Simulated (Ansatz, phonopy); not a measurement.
# Quasi-harmonic thermodynamics of InPd (Pm-3m)

Wanted: α(T), C_P(T) and B(T) of InPd in the quasi-harmonic approximation. The starting cell is a computed one from a database.

Main program and level: Ansatz 0.2.0; DFT PBE, scalar-relativistic, plane waves, PAW.

Most raw output is cut from this account.

### Step 1. The structure

Symmetry: Pm-3m, No. 221, cubic system. The conventional cell has a = 3.272 Å, b = 3.272 Å, c = 3.272 Å, α = 90.00°, β = 90.00°, γ = 90.00°. Nearest to In lie 8 Pd at 2.83 Å. Nearest to Pd lie 8 In at 2.83 Å. Farther neighbours are not listed.

Structure file:

```cif
data_structure
_symmetry_space_group_name_H-M 'Pm-3m'
_symmetry_Int_Tables_number 221
_cell_length_a 3.2719
_cell_length_b 3.2719
_cell_length_c 3.2719
_cell_angle_alpha 90.000
_cell_angle_beta 90.000
_cell_angle_gamma 90.000
_cell_volume 35.03
loop_
_atom_site_label
_atom_site_type_symbol
_atom_site_symmetry_multiplicity
_atom_site_Wyckoff_symbol
_atom_site_fract_x
_atom_site_fract_y
_atom_site_fract_z
_atom_site_occupancy
In1 In 1 a 0.00000 0.00000 0.00000 1
Pd1 Pd 1 b 0.50000 0.50000 0.50000 1
```

### Step 2. Probe on a coarse mesh

A cheap single point shows whether the cell is a metal or an insulator and how far it is from rest; that sets the k-mesh and the occupations of what follows.

The input, input.yaml:

```yaml
crystal:
  lattice:
    - [3.27188478, 0.0, 0.0]
    - [0.0, 3.27188478, 0.0]
    - [0.0, 0.0, 3.27188478]
  atoms:
    - { symbol: In, position: [0.0, 0.0, 0.0] }
    - { symbol: Pd, position: [0.5, 0.5, 0.5] }
kpoints:
  mp_grid: { grid: [6, 6, 6] }
hamiltonian:
  xc: pbe
scf:
  occupations: { method: gaussian, width: 0.1 }
output:
  forces: true
  stress: true
  eigenvalues: true
```

Run with:

```
> ansatz run input.yaml --threads 4 --pin off --max-ram 8192MiB --backend cpu --events-out ev --progress --plain --runs-dir out
```

Elapsed: 0.93 s, on 4 threads of Arm Neoverse V1, shared host; peak memory 0.3 GiB.

This step gave:

```yaml
pressure: 3.941 GPa
volume_per_atom: 17.51 Å³/atom
gap_on_the_k_mesh: 0 eV
```

The start is under 3.9 GPa at this level and looks like a metal on this mesh.

### Step 3. Finding the static equilibrium

Phonons are second derivatives about a minimum, so cell and atoms are relaxed first, inside the symmetry of the start.

input.yaml, the sections that differ from step 2:

```yaml
kpoints:
  mp_grid: { grid: [14, 14, 14] }
output:
  forces: true
  stress: true
  eigenvalues: true
  write_density: true
  write_potential: true
  elf: true
  volumetric_format: npy
relax:
  adjacent_minimum: "off"
  f_tol: 0.005
  max_steps: 80
  cell: { stress_tol: 0.05 }
# crystal, hamiltonian, scf: as in step 2
```

The job ended after 6.7 s (4 threads; peak memory 0.4 GiB; 25 s of CPU time).

Relaxation path:

| step | energy less that of the first step (eV) | largest force component (eV/Å) | pressure (GPa) | volume (Å³) |
| --- | --- | --- | --- | --- |
| 1 | 0.0000 | 0.0000 | 3.64 | 35.03 |
| 2 | 0.0069 | 0.0000 | -3.79 | 37.53 |
| 3 | -0.0112 | 0.0000 | -0.31 | 36.21 |
| 4 | -0.0113 | 0.0000 | -0.01 | 36.11 |
| 5* | -0.0118 | 0.0000 | -0.02 | 36.11 |

Relaxation steps marked * repeat the geometry before them on a plane-wave basis chosen anew for their cell, so energy and pressure can jump there. Relaxation step 2 was tried and not accepted.

The run keeps the 48 symmetry operations that it works with, so distortions that break them were not tested.

| conventional cell, symmetrised | before | after | change |
| --- | --- | --- | --- |
| a (Å) | 3.272 | 3.305 | +1.0 % |
| b (Å) | 3.272 | 3.305 | +1.0 % |
| c (Å) | 3.272 | 3.305 | +1.0 % |
| volume (Å³/atom) | 17.51 | 18.05 | +3.1 % |

The relaxed structure:

```
In Pd
1.0
     3.30526    0.00000    0.00000
     0.00000    3.30526    0.00000
     0.00000    0.00000    3.30526
In Pd
1 1
Direct
  0.00000 0.00000 0.00000
  0.50000 0.50000 0.50000
```

This step gave:

* pressure: -0.02086 GPa
* volume per atom: 18.05 Å³/atom

Electrostatic potential energy in the ac plane at fractional y = 0.500, with atoms of Pd within 0.2 Å of it. With pseudopotentials it is smooth inside the atoms' cores, unlike the true potential.

Values in eV, 14 rows by 14 columns, each cell a mean:
```
 17  17  17  18  18  18  18  18  18  18  18  18  17  17
 17  17  17  17  17  16  15  14  15  16  17  17  17  17
 18  18  17  16  14  10   6   5   7  11  14  16  17  18
 18  18  16  14   7  -4 -12 -14 -11  -1   9  14  17  18
 18  18  15  10  -4 -21 -31 -34 -30 -18  -1  11  16  18
 18  17  14   5 -15 -34 -48 -53 -47 -30 -11   7  15  18
 18  17  14   2 -18 -39 -53 -53 -53 -34 -14   5  14  18
 18  17  14   4 -16 -35 -50 -53 -48 -31 -12   6  15  18
 18  18  15   9  -7 -25 -35 -39 -34 -21  -4  10  16  18
 18  18  16  13   6  -7 -16 -18 -15  -4   7  14  17  18
 18  18  17  16  13   9   4   2   5  10  14  16  17  18
 17  17  17  17  16  15  14  14  14  15  16  17  17  17
 17  17  17  18  18  18  17  17  17  18  18  18  17  17
 17  17  17  18  18  18  18  18  18  18  18  18  17  17
```
Columns run along a (3.3 Å; values clipped at the 3rd and 97th percentile), rows up along c (3.3 Å). Atoms in or near the plane, at fractional coordinates: Pd at (0.50, 0.50).

Valence density in the ac plane at fractional y = 0.500, with atoms of Pd within 0.2 Å of it. It is the smooth field of the valence electrons, not physical close to the nuclei.

Values in e/Å³, 14 rows by 14 columns, each cell a mean:
```
 0  0  0  0  0  0  0  0  0  0  0  0  0  0
 0  0  0  0  0  0  0  0  0  0  0  0  0  0
 0  0  0  0  0  1  1  1  1  0  0  0  0  0
 0  0  0  0  1  1  3  3  2  1  1  0  0  0
 0  0  0  1  2  4  7  8  7  3  1  0  0  0
 0  0  0  1  3  8 11 12 11  7  2  1  0  0
 0  0  0  1  4  9 13 13 12  8  3  1  0  0
 0  0  0  1  3  8 12 13 11  7  3  1  0  0
 0  0  0  1  2  5  8  9  8  4  1  1  0  0
 0  0  0  0  1  2  3  4  3  2  1  0  0  0
 0  0  0  0  0  1  1  1  1  1  0  0  0  0
 0  0  0  0  0  0  0  0  0  0  0  0  0  0
 0  0  0  0  0  0  0  0  0  0  0  0  0  0
 0  0  0  0  0  0  0  0  0  0  0  0  0  0
```
Columns run along a (3.3 Å), rows up along c (3.3 Å). Atoms in or near the plane, at fractional coordinates: Pd at (0.50, 0.50).

ELF in the ac plane at fractional y = 0.500, with atoms of Pd within 0.2 Å of it. It is the smooth field of the valence electrons, not physical close to the nuclei.

Ten even steps from '_' (0.18) to '@' (0.54):
```
::::::::....____________....::::::
::::::....________________....::::
::::......____........____......::
::......__..::==****==::..__......
....____..--**%%@@@@%%**--..____..
________::**@@@@@@@@@@@@**::______
______..==%%@@%%****%%@@%%==..____
______..**@@@@**::::**@@@@**..____
______..**@@@@**::::**@@@@**..____
______..==%%@@%%****%%@@%%==..____
________::**@@@@@@@@@@@@**::______
....____..--**%%@@@@%%**--..____..
::......__..::==****==::..__......
::::......____........____......::
::::::....________________....::::
::::::::....____________....::::::
..::::::::..____________..::::::::
```
Columns run along a (3.3 Å), rows up along c (3.3 Å). Atoms in or near the plane, at fractional coordinates: Pd at (0.50, 0.50).

The relaxation ends with a pressure of -0.02 GPa.

### Step 4. Tight relaxation

The thresholds are tightened for a last relaxation ahead of the phonons, and where mesh or smearing change with them the cell follows.

The input, input.yaml:

```yaml
crystal:
  lattice:
    - [3.3052635958, 0.0, 0.0]
    - [0.0, 3.3052635958, 0.0]
    - [0.0, 0.0, 3.3052635958]
  atoms:
    - { symbol: In, position: [0.0, 0.0, 0.0] }
    - { symbol: Pd, position: [0.5, 0.5, 0.5] }
kpoints:
  mp_grid: { grid: [16, 16, 16] }
hamiltonian:
  xc: pbe
scf:
  occupations: { method: methfessel_paxton, width: 0.2 }
output:
  forces: true
  stress: true
  eigenvalues: true
relax:
  adjacent_minimum: "off"
  f_tol: 0.001
  max_steps: 60
  cell: { stress_tol: 0.01 }
```

It took 6.4 s on 4 threads; peak memory 0.42 GiB.

Little changed from the start: no atom moved by 0.005 Å and no cell edge by 0.1 %.

Numbers from this step:

```
pressure : 1.69e-4 GPa
```

The residual pressure is 1.7e-4 GPa, small enough for phonons.

### Step 5. A faulty attempt

This input was changed on purpose, to see how the program answers.

The input, input.yaml:

```yaml
crystal:
  lattice:
    - [3.3050521855, 0.0, 0.0]
    - [0.0, 3.3050521855, 0.0]
    - [0.0, 0.0, 3.3050521855]
  atoms:
    - { symbol: In, position: [0.0, 0.0, 0.0] }
    - { symbol: Pd, position: [0.5, 0.5, 0.5] }
kpoints:
  mp_grid: { grid: [17, 17, 17] }
hamiltonian:
  xc: pbe
scf:
  occupations: { method: methfessel_paxton, width: 0.2 }
  max_iter: 60
output:
  eigenvalues: true
phonons:
  supercell: [2, 2, 2]
  thermal_expansion: {}
```

Elapsed: 0.02 s, on 4 threads; peak memory 0.031 GiB.

The input was rejected at the start.

The program's message: “Error: 3 input errors — fix all and re-run
  1. invalid value for `phonons.supercell`: axis 0: the count 2 must divide kpoints.mp_grid.grid dimension 17 — the displaced supercells solve the k-mesh fol …”

The fault put into the input: a k mesh that the supercell doesn't divide.

### Step 6. Phonons on strained cells

Thermal expansion follows from how the free energy of the vibrations (and of the electrons in a metal) changes with strain, so the program makes strained cells, their phonons and a fit in one run.

input.yaml, the sections that differ from step 5:

```yaml
kpoints:
  mp_grid: { grid: [16, 16, 16] }
scf:
  occupations: { method: methfessel_paxton, width: 0.2 }
phonons:
  method: dfpt
  qmesh: [2, 2, 2]
  temperatures: { t_max: 650.0, t_step: 50 }
  thermal_expansion: {}
# crystal, hamiltonian, output: as in step 5
```

Wall time 16 min (4 threads); peak memory 1.9 GiB.

This step gave:

```
pressure                                         : -0.01988 GPa
volume expansion coefficient at 298 K            : 66.86 1e-6/K
C_P at 298 K                                     : 26.17 J/mol-atom/K
entropy at 298 K                                 : 47.28 J/mol-atom/K
isothermal bulk modulus at 298 K                 : 96.06 GPa
Grüneisen parameter at 298 K                     : 2.874
volume at 298 K                                  : 18.39 Å³/atom
principal linear expansion coefficients at 298 K : 22.29, 22.29, 22.29 1e-6/K
```

Strained cells of the study; zero-point energy where phonons were solved; the pressures are stresses at a fixed cutoff and can carry an offset from the finite basis. Expansion cells, by row:

| cell | \|a\| (Å) | \|b\| (Å) | \|c\| (Å) | V (Å³/atom) | E - E_lowest (meV/atom) | pressure, compression positive (GPa) | gap (eV) | zero-point energy (meV/atom) |
| --- | --- | --- | --- | --- | --- | --- | --- | --- |
| 1 | 3.305 | 3.305 | 3.305 | 18.05 | 0 | -0.059 | - | - |
| 2 | 3.331 | 3.331 | 3.331 | 18.49 | 3.484 | -2.505 | - | - |
| 3 | 3.279 | 3.279 | 3.279 | 17.62 | 3.611 | 2.773 | - | - |
| 4 | 3.305 | 3.305 | 3.305 | 18.05 | 0 | -0.082 | - | 18.38 |
| 5 | 3.322 | 3.322 | 3.322 | 18.33 | 1.433 | -1.654 | - | 17.62 |
| 6 | 3.338 | 3.338 | 3.338 | 18.59 | 5.241 | -3.024 | - | 16.91 |
| 7 | 3.354 | 3.354 | 3.354 | 18.86 | 11.46 | -4.304 | - | 16.19 |
| 8 | 3.37 | 3.37 | 3.37 | 19.14 | 19.89 | -5.471 | - | 15.48 |
| 9 | 3.272 | 3.272 | 3.272 | 17.52 | 5.642 | 3.524 | - | - |
| 10 | 3.289 | 3.289 | 3.289 | 17.79 | 1.345 | 1.64 | - | - |
| 11 | 3.397 | 3.397 | 3.397 | 19.61 | 38.11 | -7.163 | - | - |

Quasi-harmonic; a, b, c are the run's own cell vectors. Expansion, by row:

| T (K) | a (Å) | b (Å) | c (Å) | alpha (deg) | beta (deg) | gamma (deg) | cell volume (Å³/cell) | alpha_a (1e-6/K) | alpha_b (1e-6/K) | alpha_c (1e-6/K) | alpha_V (1e-6/K) | C_P (J/mol-atom/K) | C_V (J/mol-atom/K) | S (J/mol-atom/K) | B_T (GPa) | B_S (GPa) | Grueneisen | extrapolation | fit error (1e-6/K) |
| --- | --- | --- | --- | --- | --- | --- | --- | --- | --- | --- | --- | --- | --- | --- | --- | --- | --- | --- | --- |
| 0 | 3.309 | 3.309 | 3.309 | 90 | 90 | 90 | 36.24 | 0 | 0 | 0 | 0 | 0 | 0 | 0 | 107.8 | 107.8 | - | 0 | 0 |
| 50 | 3.31 | 3.31 | 3.31 | 90 | 90 | 90 | 36.26 | 11.18 | 11.18 | 11.18 | 33.53 | 13.87 | 13.8 | 8.407 | 107 | 107.5 | 2.839 | 0 | 0.02 |
| 100 | 3.312 | 3.312 | 3.312 | 90 | 90 | 90 | 36.34 | 17.32 | 17.32 | 17.32 | 51.97 | 21.38 | 21.07 | 20.87 | 105.1 | 106.7 | 2.838 | 0 | 0.03 |
| 150 | 3.315 | 3.315 | 3.315 | 90 | 90 | 90 | 36.44 | 19.46 | 19.46 | 19.46 | 58.38 | 23.78 | 23.2 | 30.07 | 103 | 105.6 | 2.844 | 0 | 0.04 |
| 200 | 3.319 | 3.319 | 3.319 | 90 | 90 | 90 | 36.55 | 20.63 | 20.63 | 20.63 | 61.9 | 24.91 | 24.06 | 37.08 | 100.8 | 104.3 | 2.853 | 0 | 0.05 |
| 250 | 3.322 | 3.322 | 3.322 | 90 | 90 | 90 | 36.67 | 21.52 | 21.52 | 21.52 | 64.55 | 25.63 | 24.5 | 42.72 | 98.41 | 103 | 2.863 | 0 | 0.05 |
| 298.1 | 3.326 | 3.326 | 3.326 | 90 | 90 | 90 | 36.79 | 22.29 | 22.29 | 22.29 | 66.86 | 26.17 | 24.75 | 47.28 | 96.06 | 101.6 | 2.874 | 0 | 0.05 |
| 300 | 3.326 | 3.326 | 3.326 | 90 | 90 | 90 | 36.79 | 22.32 | 22.32 | 22.32 | 66.95 | 26.19 | 24.76 | 47.45 | 95.97 | 101.5 | 2.874 | 0 | 0.05 |
| 350 | 3.33 | 3.33 | 3.33 | 90 | 90 | 90 | 36.92 | 23.11 | 23.11 | 23.11 | 69.33 | 26.68 | 24.94 | 51.52 | 93.42 | 99.96 | 2.887 | 0 | 0.05 |
| 400 | 3.334 | 3.334 | 3.334 | 90 | 90 | 90 | 37.05 | 23.94 | 23.94 | 23.94 | 71.82 | 27.15 | 25.06 | 55.11 | 90.75 | 98.32 | 2.901 | 0 | 0.08 |
| 450 | 3.338 | 3.338 | 3.338 | 90 | 90 | 90 | 37.18 | 24.84 | 24.84 | 24.84 | 74.53 | 27.63 | 25.16 | 58.34 | 87.97 | 96.57 | 2.917 | 0 | 0.11 |
| 500 | 3.342 | 3.342 | 3.342 | 90 | 90 | 90 | 37.32 | 25.85 | 25.85 | 25.85 | 77.54 | 28.12 | 25.25 | 61.27 | 85.05 | 94.72 | 2.935 | 0 | 0.13 |
| 550 | 3.346 | 3.346 | 3.346 | 90 | 90 | 90 | 37.47 | 26.97 | 26.97 | 26.97 | 80.92 | 28.65 | 25.32 | 63.98 | 81.98 | 92.77 | 2.956 | 0 | 0.14 |
| 600 | 3.351 | 3.351 | 3.351 | 90 | 90 | 90 | 37.63 | 28.26 | 28.26 | 28.26 | 84.77 | 29.23 | 25.39 | 66.5 | 78.76 | 90.69 | 2.98 | 0 | 0.1 |
| 650 | 3.356 | 3.356 | 3.356 | 90 | 90 | 90 | 37.79 | 29.74 | 29.74 | 29.74 | 89.23 | 29.88 | 25.44 | 68.86 | 75.36 | 88.5 | 3.007 | 0 | 0.1 |

The expansion coefficient by temperature; values in 1e-6/K:

| temperature (K) | volume | principal 1 |
| --- | --- | --- |
| 0 | 0 | 0 |
| 50 | 33.5 | 11.2 |
| 100 | 52.0 | 17.3 |
| 150 | 58.4 | 19.5 |
| 200 | 61.9 | 20.6 |
| 250 | 64.5 | 21.5 |
| 298 | 66.9 | 22.3 |
| 300 | 67.0 | 22.3 |
| 350 | 69.3 | 23.1 |
| 400 | 71.8 | 23.9 |
| 450 | 74.5 | 24.8 |
| 500 | 77.5 | 25.9 |
| 550 | 80.9 | 27.0 |
| 600 | 84.8 | 28.3 |
| 650 | 89.2 | 29.7 |

At 298 K the volume expansion is 66.9 × 10⁻⁶/K and B_T is 96.1 GPa. The q-mesh is coarse, so this is a first estimate. The program raised the cutoff to 487.2 eV by itself: with no cutoff typed, the study takes about 1.16 times the default for its relaxations and scales it with the volume for the phonons.

### Step 7. Free-energy fit

This step: DFT PBE, scalar-relativistic, plane waves, PAW (phonopy 4.10.0).

This step gave:

```yaml
volume_expansion_coefficient_at_300_k: 67.28 1e-6/K
isothermal_bulk_modulus_at_300_k: 95.92 GPa
c_p_at_300_k: 26.31 J/mol-atom/K
grueneisen_parameter_at_300_k: 2.921
```

Table of energy (each curve on its own zero) by volume; values in meV/atom:

| volume (Å³/atom) | static | F at 0 K | F at 300 K | F at 650 K |
| --- | --- | --- | --- | --- |
| 18.055 | 0 | 1.39 | 6.72 | 14.5 |
| 18.327 | 1.43 | 2.13 | 4.83 | 8.73 |
| 18.591 | 5.24 | 5.27 | 5.38 | 5.5 |
| 18.865 | 11.5 | 10.8 | 8.14 | 4.3 |
| 19.143 | 19.9 | 18.5 | 12.9 | 5.02 |

Phonopy-qha, vinet fit of F(V) at each temperature. Qha vinet, by row:

| T (K) | fitted volume (Å³/atom) | alpha_V (1e-6/K) | B_T (GPa) | C_P (J/mol-atom/K) | Grueneisen |
| --- | --- | --- | --- | --- | --- |
| 100 | 18.17 | 50.18 | 105.4 | 21.55 | 2.762 |
| 150 | 18.22 | 58.07 | 103.2 | 24.05 | 2.853 |
| 200 | 18.27 | 61.99 | 100.9 | 25.11 | 2.884 |
| 250 | 18.33 | 64.81 | 98.44 | 25.78 | 2.904 |
| 300 | 18.39 | 67.28 | 95.92 | 26.31 | 2.921 |
| 350 | 18.46 | 69.7 | 93.31 | 26.78 | 2.938 |
| 400 | 18.52 | 72.22 | 90.6 | 27.23 | 2.956 |
| 450 | 18.59 | 74.93 | 87.78 | 27.69 | 2.976 |
| 500 | 18.66 | 77.92 | 84.84 | 28.18 | 2.998 |
| 550 | 18.74 | 81.29 | 81.78 | 28.7 | 3.022 |
| 600 | 18.81 | 85.1 | 78.57 | 29.27 | 3.05 |

Volume expansion coefficient against temperature; values in 1e-6/K:

| temperature (K) | phonopy-qha, Vinet | Ansatz's own study |
| --- | --- | --- |
| 100 | 50.2 | 52.0 |
| 150 | 58.1 | 58.4 |
| 200 | 62.0 | 61.9 |
| 250 | 64.8 | 64.5 |
| 300 | 67.3 | 67.0 |
| 350 | 69.7 | 69.3 |
| 400 | 72.2 | 71.8 |
| 450 | 74.9 | 74.5 |
| 500 | 77.9 | 77.5 |
| 550 | 81.3 | 80.9 |
| 600 | 85.1 | 84.8 |

The fit gives a volume expansion of 67.3 × 10⁻⁶/K at 300 K, against 66.9 at 298 K from the study itself, whose static fit uses more cells.

### Step 8. The quasi-harmonic study, q-mesh 4×4×4

This step: DFT PBE, scalar-relativistic, plane waves, PAW (Ansatz 0.2.0).

input.yaml: that of step 6 with these lines changed.

```diff
@@ -18,3 +18,3 @@
   method: dfpt
-  qmesh: [2, 2, 2]
+  qmesh: [4, 4, 4]
   temperatures: { t_max: 650.0, t_step: 50 }
```

The job ended after 56 min (4 threads; peak memory 4.8 GiB).

The run was cut off at its time limit.

### Step 9. Results

| Property | Result |
| --- | --- |
| settings of these figures | PBE, 487.2 eV, k 16×16×16, q 2×2×2 |
| volume expansion coefficient at 298 K | 66.86 1e-6/K |
| C_P at 298 K | 26.17 J/mol-atom/K |
| entropy at 298 K | 47.28 J/mol-atom/K |
| isothermal bulk modulus at 298 K | 96.06 GPa |
| Grüneisen parameter at 298 K | 2.874 |
| volume at 298 K | 18.39 Å³/atom |
| principal linear expansion coefficients at 298 K | 22.29, 22.29, 22.29 1e-6/K |

What this shows: Near room temperature InPd expands by 66.9 × 10⁻⁶/K in volume by PBE, with C_P = 26.2 J/(mol K) per mole of atoms and B_T = 96.1 GPa. The q-mesh is coarse, and the expansion can converge slowly with it. C_P at room temperature is 105 % of the classical 3R an atom; C_V is 99 %, and the rest is expansion work. In this metal the study includes the electrons' free energy, which adds a term that grows with temperature, so the heat capacities need not level off at 3R. The log notes that a few bands missed the eigensolver's threshold in the phonon runs.

[Logs are printed without paths, hosts, clocks, repeated set-up lines and the standing remarks that a program may print on its own settings, such as how far it seeks lower states.]

[Hosts, paths, dates, database ids (printed as entryN), source tags and the programs' standing remarks are cut or masked in the printed files.]

[A step with changed settings may run another functional than the one named; its input shows which.]
